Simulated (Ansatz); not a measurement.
## SiC (P6_3mc): phonons and vibrational spectra

Task: relax SiC (P6_3mc), then find its harmonic phonons.

Program: Ansatz 0.2.0. Level of theory: DFT PBE+D3(BJ), scalar-relativistic, plane waves, PAW. Results are calculated unless marked as measured.

**Measured values to reproduce.**

For SiC, 4H (standard unstressed 4H-SiC reference sample), “Stress distribution at the AlN/SiC heterointerface probed by Raman spectroscopy” (2020, arxiv:2011.13693) gives, by confocal polarized Raman, 532 nm, back-scattering: Raman mode (E2 TO (x=1/2), unstressed) 775.86 cm⁻¹ [Used as the zero-stress reference for the stress analysis; the passage does not describe …]; Raman mode (A1 TO (x=1) as labelled in the paper, unstressed) 781.83 cm⁻¹ [Zero-stress reference, sample or spot not described; the paper's x=1 label is doubtful …]; Raman mode (E1 TO (x=0), unstressed) 796.78 cm⁻¹ [Used as the zero-stress reference for the stress analysis; the passage does not describe …].

Most raw output is cut from this account.

### Step 1. Starting point

The structure is hexagonal, space group P6_3mc (No. 186). The conventional cell has a = 3.076 Å, b = 3.076 Å, c = 10.071 Å, α = 90.00°, β = 90.00°, γ = 120.00°. Nearest to Si lie 4 C at 1.88 to 1.89 Å. C has 4 Si at 1.88 to 1.89 Å nearest. C has 4 Si at 1.88 to 1.89 Å nearest. Farther neighbours are not listed.

### Step 2. Relaxation

The cell and atoms are relaxed, since residual forces and stress would shift the frequencies.

input.yaml

```yaml
crystal:
  lattice:
    - [3.0756941497, 0.0, 0.0]
    - [-1.5378470748, 2.6636292679, 0.0]
    - [0.0, 0.0, 10.07064648]
  atoms:
    - { symbol: Si, position: [0.66666667, 0.33333333, 0.93784198] }
    - { symbol: Si, position: [0.33333333, 0.66666667, 0.43784198] }
    - { symbol: Si, position: [0.0, 0.0, 0.68789438] }
    - { symbol: Si, position: [0.0, 0.0, 0.18789438] }
    - { symbol: C, position: [0.66666667, 0.33333333, 0.74980259] }
    - { symbol: C, position: [0.33333333, 0.66666667, 0.24980259] }
    - { symbol: C, position: [0.0, 0.0, 0.50046005] }
    - { symbol: C, position: [0.0, 0.0, 0.00046005] }
kpoints:
  mp_grid: { grid: [9, 9, 4] }
hamiltonian:
  xc: pbe
  dispersion: d3bj
scf:
  occupations: { method: gaussian, width: 0.02 }
output:
  forces: true
  stress: true
  eigenvalues: true
  write_density: true
  write_potential: true
  elf: true
  volumetric_format: npy
relax:
  adjacent_minimum: "off"
  f_tol: 0.005
  max_steps: 80
  cell: { stress_tol: 0.05 }
```

Command:

```bash
ansatz run input.yaml --threads 4 --pin off --max-ram 7168MiB --backend cpu --events-out ev --progress --plain --runs-dir out
```

The job ended after 42 s (4 threads of Arm Neoverse N1, shared host; peak memory 0.39 GiB; 1.8 min of CPU time).

Relaxation path:

| step | energy less that of the first step (eV) | largest force component (eV/Å) | pressure (GPa) | volume (Å³) |
| --- | --- | --- | --- | --- |
| 1 | 0.0000 | 0.0057 | -0.78 | 82.50 |
| 2 | -0.0008 | 0.0048 | -0.36 | 82.35 |
| 3 | -0.0012 | 0.0007 | 0.01 | 82.21 |
| 4* | -0.0007 | 0.0007 | 0.00 | 82.21 |
| 5 | -0.0007 | 0.0053 | 0.00 | 82.21 |
| 6 | -0.0007 | 0.0002 | 0.00 | 82.21 |
| 7* | -0.0007 | 0.0002 | 0.00 | 82.21 |

Relaxation steps marked * repeat the geometry before them on a plane-wave basis chosen anew for their cell, so energy and pressure can jump there. Relaxation step 5 was tried and not accepted.

Forces are held to the 12 operations that the run works with; a distortion that breaks them can't arise in this run.

| conventional cell, symmetrised | before | after | change |
| --- | --- | --- | --- |
| a (Å) | 3.076 | 3.072 | -0.1 % |
| b (Å) | 3.076 | 3.072 | -0.1 % |
| c (Å) | 10.071 | 10.058 | -0.1 % |
| volume (Å³/atom) | 10.31 | 10.28 | -0.4 % |

Numbers from this step:

```yaml
pressure: -7.57e-4 GPa
gap_on_the_k_mesh: 2.343 eV
volume_per_atom: 10.28 Å³
direct_gap_on_mesh: 3.433 eV
```

Valence density in the ac plane at fractional y = 0.000, with atoms of Si and C within 0.2 Å of it. It is the smooth field of the valence electrons, not physical close to the nuclei.

Ten even steps from '_' (0.1 e/Å³) to '@' (1.8 e/Å³), each cell a mean:
```
@@%%%%**==::::......::::==**%%%%
==----::::..............::::----
________________________________
________________________________
__________..............________
__........::::::::::::::........
____..::::::::::::::::::::::..__
______......................____
..........______________........
====--::..______________..::--==
%%##**==::..__________..::==**##
@@@@%%**==::....__....::==**%%@@
%%%%##**==::::......::::==**##%%
====--::::..............::::--==
________________________________
________________________________
__________..............________
__........::::::::::::::........
____..::::::::::::::::::::::..__
______......................____
..........______________........
====--::..______________..::--==
%%##**--::..__________..::--**##
@@@@%%**==::....__....::==**%%@@
```
Columns run along a (3.1 Å), rows up along c (10.1 Å). Atoms in or near the plane, at fractional coordinates: Si at (0.00, 0.69), Si at (0.00, 0.19), C at (0.00, 0.50), C at (0.00, 0.00).

Electrostatic potential energy in the ac plane at fractional y = 0.000, with atoms of Si and C within 0.2 Å of it. With pseudopotentials it is smooth inside the atoms' cores, unlike the true potential.

Ten even steps from '_' (-56 eV) to '@' (12 eV), each cell a mean:
```
....==##%%@@%%%%%%%%%%@@%%##==..
%%%%%%@@@@@@%%%%##%%%%@@@@@@%%%%
@@@@@@@@@@@@@@%%%%%%@@@@@@@@@@@@
@@@@@@@@@@@@@@@@@@@@@@@@@@@@@@@@
@@@@@@@@@@@@@@@@@@@@@@@@@@@@@@@@
++****%%%%@@@@@@@@@@@@@@@@%%****
__..::==##%%@@@@@@@@@@%%##==::..
____..--**%%@@@@@@@@@@%%**--..__
----==**%%@@@@@@@@@@@@@@%%**==--
##%%%%@@@@@@@@@@@@@@@@@@@@@@%%%%
==++##%%@@@@@@@@@@@@@@@@@@%%##++
____::**%%@@@@@@@@@@@@@@%%**::__
..::==##%%@@%%%%%%%%%%@@%%##==::
##%%%%@@@@@@%%%%##%%%%@@@@@@%%%%
@@@@@@@@@@@@@@%%%%%%@@@@@@@@@@@@
@@@@@@@@@@@@@@@@@@@@@@@@@@@@@@@@
@@@@@@@@@@@@@@@@@@@@@@@@@@@@@@@@
++****%%%%@@@@@@@@@@@@@@%%%%****
__..::==##%%@@@@@@@@@@%%##==::..
____..--**%%@@@@@@@@@@%%**--..__
----==**%%@@@@@@@@@@@@@@%%**==--
####%%@@@@@@@@@@@@@@@@@@@@@@%%##
==++##%%@@@@@@@@@@@@@@@@@@%%##++
____::**%%@@@@@@@@@@@@@@%%**::__
```
Columns run along a (3.1 Å; values clipped at the 3rd and 97th percentile), rows up along c (10.1 Å). Atoms in or near the plane, at fractional coordinates: Si at (0.00, 0.69), Si at (0.00, 0.19), C at (0.00, 0.50), C at (0.00, 0.00).

ELF in the ac plane at fractional y = 0.000, with atoms of Si and C within 0.2 Å of it. It is the smooth field of the valence electrons, not physical close to the nuclei.

Values, 24 rows by 16 columns, each cell a mean:
```
0.27 0.40 0.67 0.82 0.85 0.83 0.71 0.49 0.37 0.49 0.71 0.83 0.85 0.82 0.67 0.40
0.63 0.66 0.71 0.74 0.74 0.69 0.56 0.38 0.29 0.38 0.56 0.69 0.74 0.74 0.71 0.66
0.32 0.32 0.33 0.34 0.33 0.33 0.31 0.30 0.29 0.30 0.31 0.33 0.33 0.34 0.33 0.32
0.07 0.07 0.09 0.12 0.17 0.24 0.34 0.41 0.45 0.41 0.34 0.24 0.17 0.12 0.09 0.07
0.15 0.17 0.22 0.29 0.38 0.45 0.51 0.54 0.55 0.54 0.51 0.45 0.38 0.29 0.22 0.17
0.18 0.23 0.40 0.59 0.68 0.71 0.69 0.66 0.64 0.66 0.69 0.71 0.68 0.59 0.41 0.24
0.20 0.18 0.30 0.59 0.78 0.81 0.78 0.73 0.70 0.73 0.78 0.81 0.78 0.59 0.31 0.18
0.38 0.24 0.16 0.33 0.56 0.67 0.65 0.60 0.57 0.60 0.65 0.67 0.56 0.33 0.16 0.24
0.57 0.53 0.47 0.42 0.38 0.33 0.27 0.22 0.20 0.22 0.27 0.33 0.38 0.42 0.47 0.53
0.92 0.91 0.86 0.75 0.56 0.34 0.17 0.08 0.06 0.08 0.17 0.34 0.56 0.75 0.86 0.91
0.72 0.74 0.77 0.76 0.68 0.54 0.34 0.18 0.13 0.18 0.34 0.54 0.68 0.76 0.77 0.74
0.09 0.19 0.52 0.74 0.78 0.74 0.59 0.38 0.29 0.38 0.59 0.74 0.78 0.74 0.52 0.19
0.28 0.40 0.66 0.82 0.85 0.83 0.71 0.48 0.37 0.48 0.71 0.83 0.85 0.82 0.66 0.40
0.62 0.65 0.71 0.74 0.74 0.69 0.56 0.38 0.29 0.38 0.56 0.69 0.74 0.74 0.71 0.65
0.32 0.32 0.33 0.33 0.33 0.33 0.31 0.30 0.29 0.30 0.31 0.33 0.33 0.33 0.33 0.32
0.07 0.07 0.08 0.11 0.16 0.24 0.33 0.41 0.45 0.41 0.33 0.24 0.16 0.11 0.08 0.07
0.15 0.17 0.22 0.29 0.38 0.45 0.51 0.54 0.55 0.54 0.51 0.45 0.38 0.29 0.22 0.17
0.18 0.24 0.41 0.59 0.69 0.71 0.69 0.66 0.64 0.66 0.69 0.71 0.69 0.59 0.41 0.24
0.20 0.18 0.30 0.59 0.77 0.81 0.78 0.72 0.70 0.72 0.78 0.81 0.78 0.59 0.30 0.18
0.38 0.24 0.17 0.34 0.56 0.66 0.64 0.59 0.56 0.59 0.64 0.66 0.56 0.34 0.17 0.24
0.57 0.54 0.47 0.42 0.39 0.34 0.28 0.23 0.21 0.23 0.28 0.34 0.39 0.42 0.47 0.54
0.91 0.90 0.85 0.74 0.56 0.34 0.17 0.09 0.06 0.09 0.17 0.34 0.56 0.74 0.85 0.90
0.73 0.75 0.78 0.76 0.68 0.54 0.33 0.17 0.13 0.17 0.33 0.54 0.68 0.76 0.78 0.75
0.08 0.17 0.50 0.74 0.78 0.74 0.59 0.38 0.29 0.38 0.59 0.74 0.78 0.74 0.50 0.17
```
Columns run along a (3.1 Å), rows up along c (10.1 Å). Atoms in or near the plane, at fractional coordinates: Si at (0.00, 0.69), Si at (0.00, 0.19), C at (0.00, 0.50), C at (0.00, 0.00).

In this step the volume went from 10.31 to 10.28 Å³/atom.

### Step 3. Tight relaxation

Phonons need a cell at rest on their own settings, so the relaxation is repeated with tight tolerances on forces and stress, using the mesh and the filling of the phonon run that follows.

input.yaml, the sections that differ from step 2:

```yaml
crystal:
  lattice:
    - [3.0722306442, 0.0, 0.0]
    - [-1.5361153221, 2.6606297842, 0.0]
    - [0.0, 0.0, 10.0575026184]
  atoms:
    - { symbol: Si, position: [0.6666666667, 0.3333333333, 0.937827701] }
    - { symbol: Si, position: [0.3333333333, 0.6666666667, 0.437827701] }
    - { symbol: Si, position: [0.0, 0.0, 0.6879071867] }
    - { symbol: Si, position: [0.0, 0.0, 0.1879071867] }
    - { symbol: C, position: [0.6666666667, 0.3333333333, 0.7498157326] }
    - { symbol: C, position: [0.3333333333, 0.6666666667, 0.2498157326] }
    - { symbol: C, position: [0.0, 0.0, 0.5004483797] }
    - { symbol: C, position: [0.0, 0.0, 0.0004483797] }
scf:
  occupations: { method: fixed }
relax:
  adjacent_minimum: "off"
  f_tol: 0.001
  max_steps: 60
  cell: { stress_tol: 0.01 }
# kpoints, hamiltonian, output: as in step 2
```

Elapsed: 20 s, on 4 threads; peak memory 0.38 GiB; 45 s of CPU time.

Little changed from the start: no atom moved by 0.005 Å and no cell edge by 0.1 %.

Numbers from this step:

```yaml
pressure: -1.98e-4 GPa
```

Electrostatic potential energy in the ac plane at fractional y = 0.000, with atoms of Si and C within 0.2 Å of it. With pseudopotentials it is smooth inside the atoms' cores, unlike the true potential.

Values in eV, 24 rows by 16 columns, each cell a mean:
```
-47 -44 -26  -5   5   6   4   2   1   2   4   6   5  -5 -26 -44
 -1   1   5   7   7   5   2  -1  -2  -1   2   5   7   7   5   1
 11  11  11  11  10   8   6   4   3   4   6   8  10  11  11  11
 11  11  12  11  11  11  10  10   9  10  10  11  11  11  12  11
  6   7   8   9  10  11  11  11  11  11  11  11  10   9   8   7
-18 -15  -9  -1   5   8   9   9   9   9   9   8   5  -1  -9 -15
-50 -47 -38 -23  -6   4   7   9   9   9   7   4  -6 -23 -38 -47
-56 -55 -46 -31 -11   2   7  10  10  10   7   2 -11 -31 -46 -55
-35 -33 -24 -12   0   6   9  11  12  11   9   6   0 -12 -24 -33
 -3  -2   2   5   8  10  11  12  12  12  11  10   8   5   2  -2
-25 -20  -8   3   9  11  11  11  11  11  11  11   9   3  -8 -20
-56 -54 -39 -12   5   8   9   8   8   8   9   8   4 -12 -39 -54
-47 -42 -26  -5   5   6   4   2   1   2   4   6   5  -6 -26 -42
 -2   0   4   7   7   5   2  -1  -2  -1   2   5   7   7   4   0
 11  11  11  11  10   8   6   4   3   4   6   8  10  11  11  11
 11  11  12  12  11  11  10  10   9  10  10  11  11  12  12  11
  6   7   8   9  10  11  11  11  11  11  11  11  10   9   8   7
-18 -15  -9  -1   5   8   9   9   9   9   9   8   5  -1  -9 -15
-50 -47 -38 -23  -6   4   7   9   9   9   7   4  -6 -23 -38 -47
-55 -54 -45 -30 -10   2   7  10  10  10   7   2 -10 -30 -45 -54
-35 -33 -24 -12   0   6   9  11  12  11   9   6   0 -12 -24 -33
 -3  -2   1   5   8  10  11  12  12  12  11  10   8   5   1  -2
-24 -20  -8   3   9  11  11  11  11  11  11  11   9   3  -8 -20
-55 -55 -39 -12   4   8   9   8   8   8   9   8   4 -12 -39 -55
```
Columns run along a (3.1 Å; values clipped at the 3rd and 97th percentile), rows up along c (10.1 Å). Atoms in or near the plane, at fractional coordinates: Si at (0.00, 0.69), Si at (0.00, 0.19), C at (0.00, 0.50), C at (0.00, 0.00).

ELF in the ac plane at fractional y = 0.000, with atoms of Si and C within 0.2 Å of it. It is the smooth field of the valence electrons, not physical close to the nuclei.

Ten even steps from '_' (0.06) to '@' (0.92), each cell a mean:
```
::--##%%@@%%##==--==##%%@@%%##--
****########++--::--++########**
------------::::::::::----------
________..::--======--::..______
......::--==++++++++++==--::....
..::--**######******######**==::
....::**%%%%%%######%%%%%%**::..
--::..--++##****++****##++--..::
++++====----::......::----====++
@@@@@@%%++--..______..--++%%@@@@
####%%%%##++--..__..--++##%%%%##
__..++##%%##**--::--**##%%##++..
::--**%%@@%%##==--==##%%@@%%**--
****########++--::--++########**
------------::::::::::----------
________..::--======--::..______
......::--==++++++++++==--::....
..::==**######******######**==::
....::**%%%%%%######%%%%%%**::..
--::..--++******++******++--..::
++++====----::......::----====++
@@@@@@##++--..______..--++##@@@@
##%%%%%%##++--..__..--++##%%%%%%
__..++##%%##**--::--**##%%##++..
```
Columns run along a (3.1 Å), rows up along c (10.1 Å). Atoms in or near the plane, at fractional coordinates: Si at (0.00, 0.69), Si at (0.00, 0.19), C at (0.00, 0.50), C at (0.00, 0.00).

Valence density in the ac plane at fractional y = 0.000, with atoms of Si and C within 0.2 Å of it. It is the smooth field of the valence electrons, not physical close to the nuclei.

Ten even steps from '_' (0.1 e/Å³) to '@' (1.8 e/Å³), each cell a mean:
```
@@%%%%**==::::......::::==**%%%%
==----::::..............::::----
________________________________
________________________________
__________..............________
__........::::::::::::::........
____..::::::::::::::::::::::..__
______......................____
..........______________........
====--::..______________..::--==
%%##**==::..__________..::==**##
@@@@%%**==::....__....::==**%%@@
%%%%##**==::::......::::==**##%%
====--::::..............::::--==
________________________________
________________________________
__________..............________
__........::::::::::::::........
____..::::::::::::::::::::::..__
______......................____
..........______________........
====--::..______________..::--==
%%##**--::..__________..::--**##
@@@@%%**==::....__....::==**%%@@
```
Columns run along a (3.1 Å), rows up along c (10.1 Å). Atoms in or near the plane, at fractional coordinates: Si at (0.00, 0.69), Si at (0.00, 0.19), C at (0.00, 0.50), C at (0.00, 0.00).

The largest force component left is 0.54 meV/Å and the pressure is 0.000 GPa, within the tolerances set. The cell now holds 10.28 Å³/atom.

(Part 1 of 2 ends here.)

[Logs are printed without paths, hosts, clocks, repeated set-up lines and the standing remarks that a program may print on its own settings, such as how far it seeks lower states.]

[Hosts, paths, dates, database ids (printed as entryN), source tags and the programs' standing remarks are cut or masked in the printed files.]
